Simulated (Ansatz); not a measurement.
# Direct or indirect: Te2Mo (P6_3/mmc)

```
CELL_PARAMETERS angstrom
3.51820 0.00000 0.00000
-1.75910 3.04685 0.00000
0.00000 0.00000 13.97360
ATOMIC_POSITIONS crystal
Te 0.66667 0.33333 0.37900
Te 0.33333 0.66667 0.87900
Te 0.66667 0.33333 0.12100
Te 0.33333 0.66667 0.62100
Mo 0.66667 0.33333 0.75000
Mo 0.33333 0.66667 0.25000
```

Method: Ansatz, PBE, independent particles, without spin-orbit coupling, line width 0.1 eV (Gaussian). The band structure gives a fundamental gap of 0.71 eV. The spectrum of vertical transitions near the edge:

| E (eV) | Im ε, E ∥ xy | Im ε, E ∥ z |
| --- | --- | --- |
| 0.24 | 0.00 | 0.00 |
| 0.36 | 0.00 | 0.00 |
| 0.48 | 0.00 | 0.00 |
| 0.60 | 0.00 | 0.00 |
| 0.72 | 0.00 | 0.00 |
| 0.84 | 0.01 | 0.00 |
| 0.96 | 0.36 | 0.00 |
| 1.08 | 2.74 | 0.02 |
| 1.20 | 6.76 | 0.28 |
| 1.32 | 11.72 | 1.07 |
| 1.44 | 15.59 | 1.70 |
| 1.56 | 19.14 | 2.79 |
| 1.68 | 23.43 | 5.87 |
| 1.80 | 23.03 | 8.71 |
| 1.92 | 17.72 | 10.80 |
| 2.04 | 16.60 | 12.33 |
| 2.16 | 18.35 | 10.80 |
| 2.28 | 18.49 | 8.46 |

(1) Is the gap direct or indirect, and about where do vertical transitions set in?

## Answers

(1) Indirect, by the band path, whose least direct gap is 1.04 eV. The curves fit this: they stay near zero above 0.71 eV and rise only from about 1.0 eV, though a forbidden direct transition would look alike. Lines are broadened by 0.1 eV, which spreads the edge, and phonons, which would give weak absorption from the fundamental gap up, are left out.

[Logs are printed without paths, hosts, clocks, repeated set-up lines and the standing remarks that a program may print on its own settings, such as how far it seeks lower states.]
